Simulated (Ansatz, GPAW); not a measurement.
# Which magnetic ion is it?

A crystal has the composition MZn2P2O9, where M is a 3d element. A calculation (PBEsol+U, spin-orbit coupling in second variation, Ansatz) gives:

* S: 1/2
* g, averaged over the cell's ions: ⊥ 1.9787, ∥ 1.9330
* moment in its sphere: 0.68 μB

Q: Name the magnetic ion and its oxidation state.

The crystal is VZn2P2O9, space group I4cm. The spin sits on V, with 5 O at 1.57 to 2.02 Å round it. With the usual charges of the other elements M must be +4. The high-spin ion of that charge with S = 1/2 in this row is V⁴⁺ d¹. Low-spin ions are left aside. The shift is negative: in a shell less than half full the orbital moment opposes the spin.

[Hosts, paths, dates, database ids (printed as entryN), source tags and the programs' standing remarks are cut or masked in the printed files.]
